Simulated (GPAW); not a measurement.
# Work function of 2H-NbTe2 monolayer at several levels

How far do functional and basis move the work function of 2H-NbTe2 monolayer?

Method: GPAW, PAW setups; layer in a repeated cell with vacuum, relaxation of atoms and in-plane cell, in the first sound run; inputs show where later runs differ, in GPAW 26.7.0.

Most raw output is cut from this account.

## 1. The starting structure

The cell holds 3 atoms: 2 Te and 1 Nb. Its edges and angles: a = 3.901 Å, b = 3.901 Å, c = 17.577 Å, α = 90.0°, β = 90.0°, γ = 120.0°. Vacuum lies along c.

## 2. Relaxation

Forces are removed first; all later runs use this geometry.

Contents of run.py:

```python
import json
import numpy as np
from ase import Atoms
from ase.filters import FrechetCellFilter
from ase.optimize import BFGS
from gpaw import GPAW, PW

slab = Atoms(
    ['Te', 'Nb', 'Te'],
    positions=[
        [-0.00000, 2.25216, 7.00000],
        [0.00000, 0.00000, 8.78861],
        [-0.00000, 2.25216, 10.57722]],
    cell=[[3.90086, 0.0, 0.0], [-1.95043, 3.37825, 0.0], [0.0, 0.0, 17.5772]],
    pbc=[True, True, True])

slab.calc = GPAW(mode=PW(600), xc='PBE', kpts={'size': (9, 9, 1), 'gamma': True},
                 occupations={'name': 'fermi-dirac', 'width': 0.05}, nbands='160%',
                 convergence={'density': 1e-05}, maxiter=200,
                 symmetry={'tolerance': 1e-3}, txt='slab.txt')
result = {}
# The in-plane cell is free; stress needs a cell that repeats along all three vectors
path = []
opt = BFGS(FrechetCellFilter(slab, mask=[1, 1, 0, 0, 0, 1]), maxstep=0.2)
opt.attach(lambda: path.append((slab.get_potential_energy(), slab.positions.tolist(), slab.get_forces().tolist())))
result['relaxed'] = bool(opt.run(fmax=0.02, steps=45))
result['path'] = path
result['cell'] = slab.cell.tolist()
print('in-plane lattice', slab.cell.cellpar().round(4)[[0, 1, 5]])
energy = slab.get_potential_energy()
fermi = slab.calc.get_fermi_level()
v = slab.calc.get_electrostatic_potential().mean((0, 1)) - fermi
n = slab.calc.get_pseudo_density().mean((0, 1))
L = slab.cell[2, 2]
z = np.arange(len(v)) * L / len(v)
low, high = slab.positions[:, 2].min(), slab.positions[:, 2].max()
below, above = np.interp([low - 4.8, high + 4.8], z, v)
slopes = [np.interp(x, z, np.gradient(v, z)) for x in (low - 4.8, high + 4.8)]
eps = np.array([[slab.calc.get_eigenvalues(k, s) for k in range(len(slab.calc.get_ibz_k_points()))]
                for s in range(slab.calc.get_number_of_spins())]) - fermi
top, bottom = eps[eps < 0].max(), eps[eps > 0].min()
dipole = slab.get_dipole_moment()[2]
print(f'energy {energy:.4f} eV, Fermi level {fermi:.4f} eV, dipole {dipole:.5f} e A')
print(f'potential 4.8 A off the faces, from the Fermi level: lower {below:.4f} eV, upper {above:.4f} eV')
print(f'slope of the potential there: lower {slopes[0]:.5f}, upper {slopes[1]:.5f} eV/A')
print(f'nearest levels on the mesh: {top:.4f} and {bottom:.4f} eV')
print('magnetic moment', round(slab.get_magnetic_moment(), 3))
result.update(energy=energy, fermi=fermi, dipole=dipole, below=below, above=above, slopes=slopes, edges=[top, bottom],
              z=z.tolist(), v=v.tolist(), n=n.tolist(), positions=slab.positions.tolist(),
              forces=slab.get_forces(apply_constraint=False).tolist(), moments=slab.get_magnetic_moments().tolist())
json.dump(result, open('result.json', 'w'))
```

The run is started by

```bash
> OMP_NUM_THREADS=1 OPENBLAS_NUM_THREADS=1 python run.py
```

The job ended after 2.8 min (1 thread of Intel Xeon Platinum 8488C (Sapphire Rapids), shared host; peak memory 0.31 GiB).

Numbers from this step:

| Property | Result |
| --- | --- |
| dipole along the normal | -2.58e-4 e·Å |
| levels nearest the Fermi level on the mesh | -0.02640, 0.03390 eV from the Fermi level |

Electrostatic potential energy of an electron (without an applied field's), less the Fermi level, planar mean against z:

| z (Å) | electrostatic potential energy of an electron (without an applied field's), less the Fermi level, planar mean (eV) |
| --- | --- |
| 0.0 | 5.02 |
| 0.5 | 5.02 |
| 1.0 | 5.03 |
| 1.5 | 5.03 |
| 2.0 | 5.03 |
| 2.5 | 5.03 |
| 3.0 | 5.02 |
| 3.5 | 5.02 |
| 4.0 | 5.01 |
| 4.5 | 4.96 |
| 5.0 | 4.77 |
| 5.5 | 3.97 |
| 6.0 | 0.832 |
| 6.5 | -9.17 |
| 7.0 | -18.2 |
| 7.5 | -7.60 |
| 8.0 | -3.96 |
| 8.5 | -12.6 |
| 9.0 | -14.0 |
| 9.5 | -4.67 |
| 10.0 | -6.12 |
| 10.5 | -17.4 |
| 11.0 | -11.4 |
| 11.5 | -0.119 |
| 12.0 | 3.71 |
| 12.5 | 4.70 |
| 13.0 | 4.95 |
| 13.5 | 5.00 |
| 14.0 | 5.02 |
| 14.5 | 5.02 |
| 15.0 | 5.02 |
| 15.5 | 5.02 |
| 16.0 | 5.02 |
| 16.5 | 5.02 |
| 17.0 | 5.02 |

The pseudo valence density, planar mean oscillates, so the rows of the table below give means over windows of 1 Å about each position, cut where the curve ends. Its maxima inside the range that stand out by 2 % of the span (Å: e/Å³): 6.5: 0.271, 8.8: 1.03, 11.1: 0.271. Its minima: 6.9: 0.113, 10.7: 0.113.

Pseudo valence density, planar mean against z; means over each step:

z (Å), pseudo valence density, planar mean (e/Å³) and a bar:
```
        3       0.00 
        4       0.00 
        5       0.02 #
        6       0.16 #######
        7       0.21 ########
        8       0.42 #################
        9       0.74 ##############################
       10       0.30 ############
       11       0.20 ########
       12       0.07 ###
       13       0.00 
       14       0.00 
       15       0.00
```

The relaxation lowered the energy of the cell by 0.201 eV (energies extrapolated to zero smearing; the optimiser's log prints free energies). The largest force left on a free atom is 0.0041 eV/Å.

## 3. The slab's potential

With the geometry fixed, the planar mean of the potential gives the vacuum level on each side.

This step: GPAW, PAW setups; slab in vacuum (GPAW 26.7.0).

The cell differs from the one that the last finished run ended in (c 17.577 → 17.683 Å).

run.py: that of step 2 with these lines changed.

```diff
@@ -3,4 +3,2 @@
 from ase import Atoms
-from ase.filters import FrechetCellFilter
-from ase.optimize import BFGS
 from gpaw import GPAW, PW
@@ -10,21 +8,14 @@
     positions=[
-        [-0.00000, 2.25216, 7.00000],
-        [0.00000, 0.00000, 8.78861],
-        [-0.00000, 2.25216, 10.57722]],
-    cell=[[3.90086, 0.0, 0.0], [-1.95043, 3.37825, 0.0], [0.0, 0.0, 17.5772]],
-    pbc=[True, True, True])
+        [-0.00000, 2.12539, 7.00000],
+        [-0.00000, -0.00000, 8.84159],
+        [-0.00000, 2.12539, 10.68319]],
+    cell=[[3.68128, 0.0, 0.0], [-1.84064, 3.18809, 0.0], [0.0, 0.0, 17.6832]],
+    pbc=[True, True, False])
 
-slab.calc = GPAW(mode=PW(600), xc='PBE', kpts={'size': (9, 9, 1), 'gamma': True},
+slab.calc = GPAW(mode=PW(400), xc='PBE', kpts={'size': (9, 9, 1), 'gamma': True},
                  occupations={'name': 'fermi-dirac', 'width': 0.05}, nbands='160%',
                  convergence={'density': 1e-05}, maxiter=200,
+                 poissonsolver={'dipolelayer': 'xy'},
                  symmetry={'tolerance': 1e-3}, txt='slab.txt')
 result = {}
-# The in-plane cell is free; stress needs a cell that repeats along all three vectors
-path = []
-opt = BFGS(FrechetCellFilter(slab, mask=[1, 1, 0, 0, 0, 1]), maxstep=0.2)
-opt.attach(lambda: path.append((slab.get_potential_energy(), slab.positions.tolist(), slab.get_forces().tolist())))
-result['relaxed'] = bool(opt.run(fmax=0.02, steps=45))
-result['path'] = path
-result['cell'] = slab.cell.tolist()
-print('in-plane lattice', slab.cell.cellpar().round(4)[[0, 1, 5]])
 energy = slab.get_potential_energy()
```

The job ended after 14 s (1 thread; peak memory 0.19 GiB).

Numbers from this step:

```
dipole along the normal                    : -6.65e-4 e·Å
levels nearest the Fermi level on the mesh : -0.02635, 0.03385 eV from the Fermi level
upper work function                        : 5.026 eV
lower work function                        : 5.023 eV
```

Table of electrostatic potential energy of an electron (without an applied field's), less the Fermi level, planar mean by z:

z (Å), electrostatic potential energy of an electron (without an applied field's), less the Fermi level, planar mean (eV) and a bar from the least value:
```
      0.0        5.0 ##############################
      0.5        5.0 ##############################
      1.0        5.0 ##############################
      1.5        5.0 ##############################
      2.0        5.0 ##############################
      2.5        5.0 ##############################
      3.0        5.0 ##############################
      3.5        5.0 ##############################
      4.0        5.0 ##############################
      4.5        5.0 ##############################
      5.0        4.8 ##############################
      5.5        4.1 #############################
      6.0        1.4 #########################
      6.5       -7.7 ##############
      7.0      -18.3 
      7.5       -8.8 ############
      8.0       -3.7 ###################
      8.5      -11.5 #########
      9.0      -14.8 ####
      9.5       -5.4 #################
     10.0       -5.3 #################
     10.5      -16.5 ##
     11.0      -12.9 #######
     11.5       -0.9 ######################
     12.0        3.5 ############################
     12.5        4.7 ##############################
     13.0        4.9 ##############################
     13.5        5.0 ##############################
     14.0        5.0 ##############################
     14.5        5.0 ##############################
     15.0        5.0 ##############################
     15.5        5.0 ##############################
     16.0        5.0 ##############################
     16.5        5.0 ##############################
     17.0        5.0 ##############################
     17.5        5.0 ##############################
```

The pseudo valence density, planar mean by z:

| z (Å) | pseudo valence density, planar mean (e/Å³) |
| --- | --- |
| 0.00 | 0 |
| 0.63 | 0 |
| 1.26 | 0 |
| 1.89 | 1.3e-6 |
| 2.32 | 5.0e-6 |
| 2.95 | 3.1e-5 |
| 3.58 | 1.8e-4 |
| 4.21 | 0.00104 |
| 4.84 | 0.00621 |
| 5.47 | 0.0365 |
| 6.10 | 0.174 |
| 6.53 | 0.276 |
| 7.16 | 0.160 |
| 7.79 | 0.329 |
| 8.42 | 0.577 |
| 9.05 | 0.868 |
| 9.68 | 0.327 |
| 10.32 | 0.293 |
| 10.95 | 0.199 |
| 11.37 | 0.247 |
| 12.00 | 0.0639 |
| 12.63 | 0.0113 |
| 13.26 | 0.00188 |
| 13.89 | 3.2e-4 |
| 14.53 | 5.5e-5 |
| 15.16 | 1.0e-5 |
| 15.58 | 3.5e-6 |
| 16.21 | 0 |
| 16.84 | 0 |
| 17.47 | 0 |

The potential is flat to 1.7e-4 eV/Å where it is read, so the vacuum is wide enough.

## 4. Self-consistent run: xc = "vdW-DF2"

The same geometry under vdW-DF2, to see how far the functional moves the levels against the vacuum (the van der Waals functionals take revPBE setups).

run.py: that of step 3 with these lines changed.

```diff
@@ -14,3 +14,3 @@
 
-slab.calc = GPAW(mode=PW(400), xc='PBE', kpts={'size': (9, 9, 1), 'gamma': True},
+slab.calc = GPAW(mode=PW(400), xc='vdW-DF2', kpts={'size': (9, 9, 1), 'gamma': True},
                  occupations={'name': 'fermi-dirac', 'width': 0.05}, nbands='160%',
```

Elapsed: 23 s, on 1 thread; peak memory 0.33 GiB.

Numbers from this step:

* dipole along the normal: -6.63e-4 e·Å
* levels nearest the Fermi level on the mesh: -0.03488, 0.01104 eV from the Fermi level
* upper work function: 5.326 eV
* lower work function: 5.323 eV

Table of electrostatic potential energy of an electron (without an applied field's), less the Fermi level, planar mean by z:

| z (Å) | electrostatic potential energy of an electron (without an applied field's), less the Fermi level, planar mean (eV) |
| --- | --- |
| 0.0 | 5.32 |
| 0.5 | 5.32 |
| 1.0 | 5.32 |
| 1.5 | 5.32 |
| 2.0 | 5.32 |
| 2.5 | 5.32 |
| 3.0 | 5.32 |
| 3.5 | 5.32 |
| 4.0 | 5.30 |
| 4.5 | 5.25 |
| 5.0 | 5.05 |
| 5.5 | 4.28 |
| 6.0 | 1.45 |
| 6.5 | -7.77 |
| 7.0 | -18.4 |
| 7.5 | -9.00 |
| 8.0 | -3.91 |
| 8.5 | -11.7 |
| 9.0 | -15.1 |
| 9.5 | -5.61 |
| 10.0 | -5.48 |
| 10.5 | -16.7 |
| 11.0 | -13.0 |
| 11.5 | -0.895 |
| 12.0 | 3.64 |
| 12.5 | 4.88 |
| 13.0 | 5.21 |
| 13.5 | 5.29 |
| 14.0 | 5.32 |
| 14.5 | 5.32 |
| 15.0 | 5.33 |
| 15.5 | 5.33 |
| 16.0 | 5.33 |
| 16.5 | 5.33 |
| 17.0 | 5.33 |
| 17.5 | 5.33 |

Table of pseudo valence density, planar mean by z:

| z (Å) | pseudo valence density, planar mean (e/Å³) |
| --- | --- |
| 0.00 | 0 |
| 0.42 | 0 |
| 0.84 | 0 |
| 1.47 | 1.5e-6 |
| 1.89 | 4.0e-6 |
| 2.32 | 1.0e-5 |
| 2.74 | 2.7e-5 |
| 3.37 | 1.4e-4 |
| 3.79 | 4.2e-4 |
| 4.21 | 0.00132 |
| 4.63 | 0.00402 |
| 5.26 | 0.0216 |
| 5.68 | 0.0644 |
| 6.10 | 0.173 |
| 6.53 | 0.275 |
| 7.16 | 0.159 |
| 7.58 | 0.343 |
| 8.00 | 0.326 |
| 8.42 | 0.578 |
| 9.05 | 0.868 |
| 9.47 | 0.393 |
| 9.89 | 0.328 |
| 10.32 | 0.293 |
| 10.95 | 0.199 |
| 11.37 | 0.247 |
| 11.79 | 0.108 |
| 12.21 | 0.0376 |
| 12.84 | 0.00706 |
| 13.26 | 0.00230 |
| 13.68 | 7.5e-4 |
| 14.10 | 2.4e-4 |
| 14.74 | 4.6e-5 |
| 15.16 | 1.7e-5 |
| 15.58 | 7.2e-6 |
| 16.00 | 3.5e-6 |
| 16.63 | 0 |
| 17.05 | 0 |
| 17.47 | 0 |

Force by atom:

| atom | x (eV/Å) | y (eV/Å) | z (eV/Å) | size |
| --- | --- | --- | --- | --- |
| Te1 | 0.000 | 0.000 | -0.795 | 0.795 |
| Nb2 | 0.000 | 0.000 | 0.000 | 0.000 |
| Te3 | 0.000 | 0.000 | 0.795 | 0.795 |

The upper face's work function is 5.326 eV, against 5.026 eV in the first plane-wave PBE run at this geometry.

## 5. Self-consistent run: xc = "LDA"

The same geometry under LDA, to see how far the functional moves the levels against the vacuum.

run.py: that of step 4 with these lines changed.

```diff
@@ -14,3 +14,3 @@
 
-slab.calc = GPAW(mode=PW(400), xc='vdW-DF2', kpts={'size': (9, 9, 1), 'gamma': True},
+slab.calc = GPAW(mode=PW(400), xc='LDA', kpts={'size': (9, 9, 1), 'gamma': True},
                  occupations={'name': 'fermi-dirac', 'width': 0.05}, nbands='160%',
```

Wall time 13 s (1 thread); peak memory 0.18 GiB.

Numbers from this step:

```yaml
dipole_along_the_normal: -6.74e-4 e·Å
levels_nearest_the_fermi_level_on_the_mesh: -0.02461, 0.02866 eV from the Fermi level
upper_work_function: 5.301 eV
lower_work_function: 5.298 eV
```

The upper face's work function is 5.301 eV, against 5.026 eV in the first plane-wave PBE run at this geometry.

## 6. Self-consistent run: xc = "revPBE"

The same geometry under revPBE, to see how far the functional moves the levels against the vacuum.

run.py: that of step 5 with these lines changed.

```diff
@@ -14,3 +14,3 @@
 
-slab.calc = GPAW(mode=PW(400), xc='LDA', kpts={'size': (9, 9, 1), 'gamma': True},
+slab.calc = GPAW(mode=PW(400), xc='revPBE', kpts={'size': (9, 9, 1), 'gamma': True},
                  occupations={'name': 'fermi-dirac', 'width': 0.05}, nbands='160%',
```

The job ended after 14 s (1 thread; peak memory 0.19 GiB).

Numbers from this step:

```yaml
dipole_along_the_normal: -6.63e-4 e·Å
levels_nearest_the_fermi_level_on_the_mesh: -0.02641, 0.03550 eV from the Fermi level
upper_work_function: 4.924 eV
lower_work_function: 4.921 eV
```

The upper face's work function is 4.924 eV, against 5.026 eV in the first plane-wave PBE run at this geometry.

## 7. OptPBE vdW: xc = "optPBE-vdW"

The same geometry under optPBE-vdW, to see how far the functional moves the levels against the vacuum (the van der Waals functionals take revPBE setups).

run.py: that of step 6 with these lines changed.

```diff
@@ -14,3 +14,3 @@
 
-slab.calc = GPAW(mode=PW(400), xc='revPBE', kpts={'size': (9, 9, 1), 'gamma': True},
+slab.calc = GPAW(mode=PW(400), xc='optPBE-vdW', kpts={'size': (9, 9, 1), 'gamma': True},
                  occupations={'name': 'fermi-dirac', 'width': 0.05}, nbands='160%',
```

Run time: 22 s. Hardware: 1 thread; peak memory 0.33 GiB.

Numbers from this step:

```yaml
levels_nearest_the_fermi_level_on_the_mesh: -0.02977, 0.02573 eV from the Fermi level
upper_work_function: 5.227 eV
lower_work_function: 5.225 eV
```

The electrostatic potential energy of an electron (without an applied field's), less the Fermi level, planar mean by z:

| z (Å) | electrostatic potential energy of an electron (without an applied field's), less the Fermi level, planar mean (eV) |
| --- | --- |
| 0.0 | 5.23 |
| 0.5 | 5.22 |
| 1.0 | 5.22 |
| 1.5 | 5.22 |
| 2.0 | 5.22 |
| 2.5 | 5.22 |
| 3.0 | 5.22 |
| 3.5 | 5.22 |
| 4.0 | 5.21 |
| 4.5 | 5.16 |
| 5.0 | 4.96 |
| 5.5 | 4.24 |
| 6.0 | 1.48 |
| 6.5 | -7.68 |
| 7.0 | -18.3 |
| 7.5 | -8.81 |
| 8.0 | -3.69 |
| 8.5 | -11.5 |
| 9.0 | -14.8 |
| 9.5 | -5.38 |
| 10.0 | -5.28 |
| 10.5 | -16.5 |
| 11.0 | -12.9 |
| 11.5 | -0.848 |
| 12.0 | 3.62 |
| 12.5 | 4.80 |
| 13.0 | 5.11 |
| 13.5 | 5.20 |
| 14.0 | 5.22 |
| 14.5 | 5.23 |
| 15.0 | 5.23 |
| 15.5 | 5.23 |
| 16.0 | 5.23 |
| 16.5 | 5.23 |
| 17.0 | 5.23 |
| 17.5 | 5.23 |

The upper face's work function is 5.227 eV, against 5.026 eV in the first plane-wave PBE run at this geometry.

## 8. Self-consistent run: xc = "RPBE"

The same geometry under RPBE, to see how far the functional moves the levels against the vacuum.

run.py: that of step 7 with these lines changed.

```diff
@@ -14,3 +14,3 @@
 
-slab.calc = GPAW(mode=PW(400), xc='optPBE-vdW', kpts={'size': (9, 9, 1), 'gamma': True},
+slab.calc = GPAW(mode=PW(400), xc='RPBE', kpts={'size': (9, 9, 1), 'gamma': True},
                  occupations={'name': 'fermi-dirac', 'width': 0.05}, nbands='160%',
```

The job ended after 14 s (1 thread; peak memory 0.19 GiB).

Numbers from this step:

```
dipole along the normal                    : -6.62e-4 e·Å
levels nearest the Fermi level on the mesh : -0.02627, 0.03632 eV from the Fermi level
upper work function                        : 4.920 eV
lower work function                        : 4.917 eV
```

The upper face's work function is 4.920 eV, against 5.026 eV in the first plane-wave PBE run at this geometry.

(Part 1 of 2 ends here.)

[Logs are printed without paths, hosts, clocks, repeated set-up lines and the standing remarks that a program may print on its own settings, such as how far it seeks lower states.]

[Hosts, paths, dates, database ids (printed as entryN), source tags and the programs' standing remarks are cut or masked in the printed files.]
